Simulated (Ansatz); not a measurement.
# GeH6CI3N (CH3NH3GeI3): band gap by G0W0 on PBEsol, part 2 of 2

Wanted: the gap of GeH6CI3N (CH3NH3GeI3) with a many-body correction, and the time that it takes.

Ansatz 0.2.0; PBEsol, then G0W0 on it, plane waves, PAW. Known limits of the many-body steps: finite bands, screening cutoff and k mesh; no spin-orbit coupling in G0W0.

So far. Step 3 (Bands along the symmetry lines): Over mesh and path the gap is 0.842 eV, from k = (0.500, 0.500, 0.500) to k = (0.500, 0.500, 0.450). The least direct gap found is 0.869 eV, at k = (0.500, 0.500, 0.500). On the 4×4×4 mesh alone the same run gives 0.869 eV, so that mesh misses an edge of PBEsol: 0.869 − 0.842 = +0.027 eV. Step 4 (The quasiparticle correction): Over 15 of 36 irreducible mesh points the G0W0 gap is 1.277 eV, direct, at k = (-0.500, -0.500, -0.500).

The structure was built from a prototype and need not be the compound's stable phase.

In doubt: masses and optical values from hybrid runs of this build are listed as unsure (in some of the runs), which bears on the screening that GW takes from such a start.

### Step 5. Spin-orbit coupling

This run has two-component orbitals with spin-orbit coupling.

This step: DFT, PBEsol with spin-orbit coupling, plane waves, PAW; PAW set soft_1.

input.yaml

```yaml
crystal:
  lattice:
    - [5.8630711863, 0.2896105377, 0.0618450382]
    - [0.2896105377, 5.9414246786, 0.091408338]
    - [0.0618450382, 0.091408338, 5.8648889541]
  atoms:
    - { symbol: C, position: [0.9282061927, 0.9134021167, 0.9846224898] }
    - { symbol: "N", position: [0.0764546859, 0.097646897, 0.0085587277] }
    - { symbol: H, position: [1.0369851614, 0.7531233599, 0.9706938083] }
    - { symbol: H, position: [0.1852165616, 1.1105705405, 0.8665654291] }
    - { symbol: H, position: [0.8263853188, -0.0529096915, 0.8300969694] }
    - { symbol: H, position: [-0.0210627329, 0.2520612321, 0.0249310054] }
    - { symbol: H, position: [0.8144927943, -0.0929478115, 0.1354900582] }
    - { symbol: H, position: [0.1790586382, 1.0723934485, 0.1523746068] }
    - { symbol: Ge, position: [0.518690855, 0.5164188802, 0.5307891582] }
    - { symbol: I, position: [0.5149504902, 0.4698515314, 0.0010197888] }
    - { symbol: I, position: [0.4459210691, -0.0168305148, 0.5019309052] }
    - { symbol: I, position: [-0.0151168563, 0.4764345857, 0.4926325186] }
kpoints:
  mp_grid: { grid: [4, 4, 4] }
  band_path:
    path:
      - [0.0, 0.0, 0.0]
      - [0.5, 0.0, 0.0]
      - [0.5, 0.5, 0.0]
      - [0.5, 0.5, 0.5]
      - [0.5, 0.5, 0.45]
    npoints: 1
hamiltonian:
  xc: pbesol
  pseudopotentials: { kind: paw_fr, azcp: { folder: soft_1 }, xc_functional: pbe }
scf:
  occupations: { method: fermi_dirac, width: 0.02 }
  n_extra_bands: 16
magnetization:
  noncollinear: true
  spin_orbit: true
output:
  eigenvalues: true
  forces: true
  stress: true
```

On the command line:

```bash
$ ansatz run input.yaml --threads 2 --pin off --max-ram 92160MiB --backend cuda --events-out ev --progress --plain --runs-dir out --devices 1 --max-vram 13GiB
```

It took 15 s on 1 × NVIDIA H100 80GB HBM3 (shared by 6 runs) with 2 threads of AMD EPYC 7R13 (Zen 3), shared host; peak memory 1.1 GiB.

This step gave:

```
pressure             : 1.145 GPa
gap                  : 0.7004 eV
valence top at       : R
conduction bottom at : k = (0.500, 0.500, 0.450)
least direct gap     : 0.7468 eV
```

Over mesh and listed points the gap is 0.700 eV, from k = (0.500, 0.500, 0.500) to k = (0.500, 0.500, 0.450). The least direct gap found is 0.747 eV, at k = (0.500, 0.500, 0.450). On the 4×4×4 mesh alone the same run gives 0.753 eV, so that mesh misses an edge of PBEsol+SOC: 0.753 − 0.700 = +0.053 eV. PBEsol+SOC against PBEsol: 0.700 − 0.842 = −0.142 eV, with the same mesh, set of files (read in its fully relativistic form for the spin-orbit run) and cutoff, and both edges at the same k points. The spin-orbit run sees mesh and listed points alone, so its gap is an upper bound: the coupling can move an edge off these points, the more so as this crystal has no centre of inversion, and the change over the zone, its sign included where it is small, is not known.

### Step 6. The runs together

Each gap is the least one over the points named; times are wall times on shared hosts, not benchmarks. A G0W0 time includes the run's own self-consistent start. Runs with listed points see these and the mesh alone, so an edge that moves elsewhere is missed. Rows marked * are further runs, not shown as steps, whose inputs differ from the G0W0 step on the same start in the columns given; solver thresholds can differ too. Symmetry makes (0.500, 0.500, 0.500) and (-0.500, -0.500, -0.500) one point.

```
       level   mesh       files, cutoff  bands summed, screening                            points  gap (eV)               valence top         conduction bottom  least direct gap (eV)     time
      PBEsol  4×4×4  soft_1 PAW, 420 eV                        -                     mesh and path     0.842     (0.500, 0.500, 0.500)     (0.500, 0.500, 0.450)                  0.869     12 s
  PBEsol+SOC  4×4×4  soft_1 PAW, 420 eV                        -            mesh and listed points     0.700     (0.500, 0.500, 0.500)     (0.500, 0.500, 0.450)                  0.747     15 s
G0W0@PBEsol*  4×4×4  soft_1 PAW, 420 eV               213, 52 eV  15 of 36 irreducible mesh points     1.110  (-0.500, -0.500, -0.500)  (-0.500, -0.500, -0.500)                  1.110     55 s
 G0W0@PBEsol  4×4×4  soft_1 PAW, 420 eV              725, 130 eV  15 of 36 irreducible mesh points     1.277  (-0.500, -0.500, -0.500)  (-0.500, -0.500, -0.500)                  1.277  4.7 min
```

### Step 7. Outcome

```json
{
 "PBEsol gap over mesh and path": "0.842 eV, from k = (0.500, 0.500, 0.500) to k = (0.500, 0.500, 0.450)",
 "G0W0@PBEsol gap over 15 of 36 irreducible mesh points": "1.277 eV, direct, at k = (-0.500, -0.500, -0.500)",
 "PBEsol+SOC gap over mesh and listed points": "0.700 eV",
 "GW settings": "4×4×4 mesh, 685 empty bands, screening to 130 eV, PAW set soft_1 files",
 "known limits": "finite bands, screening cutoff and k mesh; no spin-orbit coupling in G0W0"
}
```

What this shows: Over 15 of 36 irreducible mesh points the G0W0 gap is 1.277 eV, direct, at k = (-0.500, -0.500, -0.500). The PBEsol gap of this run on the mesh is 0.869 eV. The two states that bound the G0W0 gap lie that far apart at the start, so the correction of the gap is 1.277 − 0.869 = +0.408 eV. The valence state moves by 4.688 − 4.990 = −0.302 eV and the conduction state by 5.965 − 5.858 = +0.107 eV, on the run's own scale; with 213 bands the edge states move by +0.235 and +0.477 eV, so the split between the edges depends on the bands and cutoff. Over mesh and path, PBEsol puts the conduction bottom at k = (0.500, 0.500, 0.450), where no G0W0 correction was computed. The G0W0 gap over the whole zone is therefore not known from this run; at its settings it can only be equal to or under the 1.277 eV found, and no correction is carried over from another point. For the start itself the gap is 0.842 eV over mesh and path and 0.869 eV on the mesh of the G0W0 run. From 213 bands and 52 eV to 725 bands and 130 eV the gap moves by 1.277 − 1.110 = +0.167 eV; bands and screening cutoff rise together, so their parts are not told apart. Two runs can't test a law of convergence, so the limit is not known. G0W0 on other starts in this series, not shown as steps and not all at these settings: 1.452 eV on HSE06 (4×4×4, soft_1 PAW, 358 bands, 78 eV). PBEsol+SOC against PBEsol: 0.700 − 0.842 = −0.142 eV, with the same mesh, set of files (read in its fully relativistic form for the spin-orbit run) and cutoff, and both edges at the same k points. The spin-orbit run sees mesh and listed points alone, so its gap is an upper bound: the coupling can move an edge off these points, the more so as this crystal has no centre of inversion, and the change over the zone, its sign included where it is small, is not known. What spin-orbit coupling does to the G0W0 levels was not computed, so no sum with the G0W0 gap is formed. The G0W0 runs are scalar-relativistic. No pair of G0W0 runs that differ in the mesh alone is shown (4×4×4 is a supercell whose nearest images lie 23 Å apart), so the error from the mesh is not known here. G0W0 is shown with one set of atomic data (soft_1 PAW), so the error from the files is not known here.

[Paths, hosts, dates, memory and timing lines, banners, echoed tables and standing remarks are left out of the program output.]

[Logs are printed without paths, hosts, clocks, repeated set-up lines and the standing remarks that a program may print on its own settings, such as how far it seeks lower states.]

[Runs of the session that timed out or met a known fault of the program may be left out.]

[Cells called generated may have been cut or substituted from an entry of the Crystallography Open Database or the Materials Project.]

[Hosts, paths, dates, database ids (printed as entryN), source tags and the programs' standing remarks are cut or masked in the printed files.]

[Where an RPA ε∞ is given, it is that of the G0W0 mesh and is not shown converged in it. Names of k-points follow the symmetry that the program found, which can be lower than the space group named. Band edges on a path are those of the sampled points; other points can move an edge, and change direct to indirect where valleys lie close.]

[Hybrid gaps are those of their k-mesh and are not shown converged in it.]
